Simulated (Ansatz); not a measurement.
# F on Ag(111): change of the work function, part 3 of 3

How does F on the fcc site change the work function of Ag(111) as the layer fills?

Ansatz 0.2.0; plane-wave DFT, PBE, Ansatz PAW.

So far, work function, upper face (eV): step 2 (the clean slab) 4.47; step 3 (17 atoms, coverage 0.25 ML, cell 2x2) 5.84.

## 4. Adsorbate added, k-mesh 12×12×1, coverage 1 ML

System of this step: Ag4F (F/Ag(111)). The cell holds 5 atoms: 4 Ag and 1 F. Cell: a = 2.892 Å, b = 2.892 Å, c = 26.403 Å, α = 90.0°, β = 90.0°, γ = 60.0°. Vacuum lies along c.

Another coverage, to see how the dipoles act on each other as their distance changes.

The input, input.yaml:

```yaml
crystal:
  lattice:
    - [2.8920667351, 0.0, 0.0]
    - [1.4460333675, 2.504603262, 0.0]
    - [0.0, 0.0, 26.4025630098]
  atoms:
    - { symbol: Ag, position: [0.0, 0.0, 0.3408759974] }
    - { symbol: Ag, position: [0.3333333333, 0.3333333333, 0.4303128676] }
    - { symbol: Ag, position: [0.6666666667, 0.6666666667, 0.5207844035] }
    - { symbol: Ag, position: [0.0, 0.0, 0.6121088037] }
    - { symbol: F, position: [0.3333333333, 0.3333333333, 0.6591240026] }
kpoints:
  mp_grid: { grid: [12, 12, 1] }
hamiltonian:
  xc: pbe
scf:
  occupations: { method: fermi_dirac, width: 0.1 }
  convergence: { dr2_threshold: 1.0e-08 }
efield:
  axis: 3
  dipole_correction: true
  ramp_position: 0.97
  ramp_width: 0.06
relax:
  f_tol: 0.02
  max_steps: 60
  constraints: [{ sites: [0, 1] }]
output:
  write_potential: true
  write_density: true
  volumetric_format: npy
```

Command:

```
ansatz run input.yaml --threads 4 --pin off --max-ram 6144MiB --backend cpu --events-out ev --progress --plain --runs-dir out
```

Numbers of over 12 decimals in the logs are rounded to 6 here.

Log:

```text
[...]
Crystal: 5 atoms, lattice volume = 191.246 Å³
Basis set: ecut = 420 eV, 3725 PW (Γ), exchange–correlation on 40×40×360 points (8 copies of the dense FFT grid, shifted against one another)
Bands: 50, of which v1, the nominal top of the filled ones, is band 42 counted from 1 (41 counted from 0)
Symmetry: 6 space group operations
[...]
k-points: 19 of 144 (time reversal used)
[...]
SCF iter   1: F=—  HF=-31168.421416 eV  |F-HF|=—  |Δ(HF+E_count)|=         —  Δρ=3.79e-3  dr2=1.15e-1  ethr=1.77e-3  p=-0.138 e·Å  D=-1.31e-1 V/Å  ΔV_dip=3.46 eV  dr2_dipole=8.91e-3  V_vac-E_F(+/−)=7.71/4.25 eV  ⟨swp⟩=9.7  Hψ=4286  notcnv=0  defer=19
[...]
SCF iter  10: F=-31168.420707 eV  HF=-31168.420707 eV  |F-HF|=1.51e-8  |Δ(HF+E_count)|=   1.50e-8  Δρ=1.19e-6  dr2=4.86e-9  ethr=1.20e-11  p=-0.152 e·Å  D=-1.43e-1 V/Å  ΔV_dip=3.79 eV  dr2_dipole=3.04e-11  V_vac-E_F(+/−)=8.24/4.45 eV  ⟨swp⟩=7.9  Hψ=6842  notcnv=0
SCF 1 converged in 10 iterations: F = -31168.420707 eV  dr2 = 4.86e-9
[...]
relax step   1: F+E_penalty+E_count = -31168.42070655 eV  Δ(F+E_penalty+E_count) = +0.000e0 eV  max|allowed force component| = 3.067e0 eV/Å  Δτ_max = 0.0000 Å  (10 SCF iters, accepted)
[...]
SCF iter   9: F=-31168.694136 eV  HF=-31168.694136 eV  |F-HF|=1.35e-8  |Δ(HF+E_count)|=   1.19e-7  Δρ=9.41e-7  dr2=4.31e-9  ethr=1.20e-11  p=-0.188 e·Å  D=-1.78e-1 V/Å  ΔV_dip=4.70 eV  dr2_dipole=6.09e-10  V_vac-E_F(+/−)=9.14/4.45 eV  ⟨swp⟩=10.2  Hψ=6697  notcnv=0
SCF 2 converged in 9 iterations: F = -31168.694136 eV  dr2 = 4.31e-9
relax step   2: F+E_penalty+E_count = -31168.69413589 eV  Δ(F+E_penalty+E_count) = -2.734e-1 eV  max|allowed force component| = 8.243e-1 eV/Å  Δτ_max = 0.1258 Å  (9 SCF iters, accepted)
[...]
SCF iter   9: F=-31168.739033 eV  HF=-31168.739033 eV  |F-HF|=1.83e-8  |Δ(HF+E_count)|=   5.68e-8  Δρ=1.08e-6  dr2=2.01e-9  ethr=1.20e-11  p=-0.204 e·Å  D=-1.93e-1 V/Å  ΔV_dip=5.09 eV  dr2_dipole=4.01e-12  V_vac-E_F(+/−)=9.54/4.45 eV  ⟨swp⟩=9.7  Hψ=6212  notcnv=0
SCF 3 converged in 9 iterations: F = -31168.739033 eV  dr2 = 2.01e-9
relax step   3: F+E_penalty+E_count = -31168.73903301 eV  Δ(F+E_penalty+E_count) = -4.490e-2 eV  max|allowed force component| = 2.661e-2 eV/Å  Δτ_max = 0.1278 Å  (9 SCF iters, accepted)
SCF iter   1: F=—  HF=-31168.739925 eV  |F-HF|=—  |Δ(HF+E_count)|=         —  Δρ=1.62e-3  dr2=3.62e-3  ethr=3.03e-5  p=-0.204 e·Å  D=-1.93e-1 V/Å  ΔV_dip=5.09 eV  dr2_dipole=7.38e-4  V_vac-E_F(+/−)=9.53/4.44 eV  ⟨swp⟩=3.2  Hψ=2040  notcnv=0  defer=38
[...]
SCF iter   8: F=-31168.739359 eV  HF=-31168.739359 eV  |F-HF|=1.31e-8  |Δ(HF+E_count)|=   6.25e-8  Δρ=6.07e-7  dr2=1.96e-9  ethr=1.20e-11  p=-0.204 e·Å  D=-1.93e-1 V/Å  ΔV_dip=5.10 eV  dr2_dipole=1.39e-11  V_vac-E_F(+/−)=9.55/4.45 eV  ⟨swp⟩=9.9  Hψ=6299  notcnv=0
SCF 4 converged in 8 iterations: F = -31168.739359 eV  dr2 = 1.96e-9
relax step   4: F+E_penalty+E_count = -31168.73935879 eV  Δ(F+E_penalty+E_count) = -3.258e-4 eV  max|allowed force component| = 2.144e-3 eV/Å  Δτ_max = 0.0207 Å  (8 SCF iters, accepted)
[...]
SCF converged after 8 iterations
Free energy (F): -31168.739359 eV
[...]
Internal energy: -31168.666134 eV  (E = F + TS)
E sigma→0 (E₀):  -31168.702746 eV
Entropy (-TS):   -0.073225 eV (-14.645 meV/atom)
Fermi energy:    1.938613 eV
Dipole field:    D = -0.193162 V/Å  (p = -0.204152 e·Å, saw-weighted, corrected)
Work function:   Φ+ = 9.5490 eV   Φ− = 4.4490 eV
[...]
--- Forces (eV/Å), atoms counted from 1 ---
  atom   1  Ag    -0.00000000    -0.00000000    -0.16807985
  atom   2  Ag     0.00000000    -0.00000000     0.17010431
  atom   3  Ag    -0.00000000    -0.00000000    -0.00214403
  atom   4  Ag    -0.00000000    -0.00000000     0.00089903
  atom   5  F      0.00000000     0.00000000    -0.00075691
  max |Σ_I F_I| component: 2.25e-5 eV/Å
--- Band table (eV; the first three rows and the last of 19) ---
  k-point 0: bands = [... 38 lower, -0.6311, -0.6311, 0.0563, 1.4802, 1.4802, 1.7016, 5.8383, 6.4996, ... 4 higher]
  k-point 1: bands = [... 38 lower, -0.6419, -0.5368, 0.2843, 1.3967, 1.4913, 2.0735, 5.9741, 6.6834, ... 4 higher]
  k-point 2: bands = [... 38 lower, -0.6439, -0.3533, 0.6534, 1.4454, 1.5136, 2.9608, 6.3605, 7.2028, ... 4 higher]
  k-point 18: bands = [... 38 lower, 0.8588, 1.5369, 5.4815, 5.6229, 5.7595, 6.5826, 6.9809, 7.2631, ... 4 higher]
--- Relaxed structure (4 steps of the walk, 4 accepted, 0 SCFs on fresh bases) ---
  F+E_penalty+E_count = -31168.73935879 eV   max|allowed force component| = 2.144e-3 eV/Å
  atoms:
[...]
- { symbol: Ag, position: [0.333333, 0.333333, 0.430313] }
    - { symbol: Ag, position: [0.666667, 0.666667, 0.521568] }
    - { symbol: Ag, position: [-1.52134266346871e-17, -1.4692993118744412e-17, 0.610005] }
    - { symbol: F, position: [0.333333, 0.333333, 0.665856] }
```

It took 16 s on 4 threads of Arm Neoverse V1, shared host; peak memory 0.55 GiB; 63 s of CPU time.

Relaxation path:

```tsv
step	energy less that of the first step (eV)	largest force component (eV/Å)
1	0.0000	3.0667
2	-0.2734	0.8243
3	-0.3183	0.0266
4	-0.3187	0.0021
```

Forces are held to the 6 operations that the run works with; a distortion that breaks them can't arise in this run.

The atoms that moved most (Å):

```tsv
atom	dx	dy	dz	length
F5	0.000	0.000	0.178	0.178
Ag4	0.000	0.000	-0.056	0.056
Ag3	0.000	0.000	0.021	0.021
```

The relaxed structure:

```cif
data_structure
_symmetry_space_group_name_H-M 'P 1'
_symmetry_Int_Tables_number 1
_cell_length_a 2.8921
_cell_length_b 2.8921
_cell_length_c 26.4026
_cell_angle_alpha 90.000
_cell_angle_beta 90.000
_cell_angle_gamma 60.000
_cell_volume 191.25
loop_
_atom_site_label
_atom_site_type_symbol
_atom_site_fract_x
_atom_site_fract_y
_atom_site_fract_z
_atom_site_occupancy
Ag1 Ag 0.00000 0.00000 0.34088 1
Ag2 Ag 0.33333 0.33333 0.43031 1
Ag3 Ag 0.66667 0.66667 0.52157 1
Ag4 Ag 0.00000 0.00000 0.61000 1
F5 F 0.33333 0.33333 0.66586 1
```

Numbers from this step:

```
energy at zero smearing        : -31168.7027 eV
work function, upper face      : 9.549 eV
work function, lower face      : 4.449 eV
dipole along the normal        : -0.2042 e·Å
step between the vacuum levels : 5.100 eV
```

Running mean over 2.361 Å of the planar mean; the ramp of the sawtooth is left out. Electron's electrostatic potential energy less the Fermi level against z:

z (Å), electron's electrostatic potential energy less the Fermi level (eV) and a bar from the least value:
```
        4       4.45 ####################
        5       4.44 ####################
        6       4.38 ####################
        7       3.50 ##################
        8      -2.20 #######
        9      -5.78 #
       10      -5.99 
       11      -6.05 
       12      -5.81 
       13      -5.70 #
       14      -5.82 
       15      -5.65 #
       16      -5.28 #
       17      -3.74 ####
       18       3.93 ###################
       19       8.43 ############################
       20       9.53 ##############################
       21       9.55 ##############################
       22       9.55 ##############################
       23       9.55 ##############################
```

The relaxation took 4 steps and lowered the energy by 0.32 eV; the largest force on the free atoms ends at 0.0021 eV/Å.

The covered face has 9.55 eV, +5.08 eV against the clean one; the bare back face has moved by -0.00 eV, a measure of how thin the slab is.

## 5. Work function against coverage

This step: plane-wave DFT, PBE, Ansatz PAW; work function against coverage (Ansatz 0.2.0).

The runs are now put side by side.

Numbers from this step:

```
work function of the clean face     : 4.469 eV
largest change of the work function : 5.080 eV
```

Work function of the covered face against coverage:

```tsv
coverage (adsorbates/nm²)	work function of the covered face (eV)
0.00	4.47
3.45	5.84
13.81	9.55
```

The dipole per adsorbate comes from the change of the cell's dipole. Coverage, by row:

```tsv
coverage (1/nm²)	coverage (ML)	work function (eV)	change (eV)	dipole per adsorbate, positive end outwards (debye)	mean height of the added atoms over the highest substrate atom (Å)
3.451	0.25	5.836	1.367	-1.009	1.587
13.81	1	9.549	5.08	-0.977	1.475
```

## 6. Summary of results

| Item | Value |
| --- | --- |
| work function of the clean face | 4.47 eV |
| work function at 0.25 ML | 5.84 eV |
| work function at 1 ML | 9.55 eV |
| dipole per adsorbate at 0.25 ML, positive end outwards | -1.01 D |

**Reading.** F raises the work function of Ag(111) at the lowest coverage, by 1.37 eV: the adsorbate layer has its negative end outwards. The slab has 4 layers, at the tabulated experimental lattice constant, one starting site was run, and quantum-size effects of a slab this thin can reach one or two tenths of an eV.

[Logs are printed without paths, hosts, clocks, repeated set-up lines and the standing remarks that a program may print on its own settings, such as how far it seeks lower states.]

[Hosts, paths, dates, database ids (printed as entryN), source tags and the programs' standing remarks are cut or masked in the printed files.]

[Maps of the electrostatic potential energy from Ansatz leave out the sawtooth potential of an applied field or a dipole correction, so their vacuum need not be flat; planar profiles and work functions include it.]
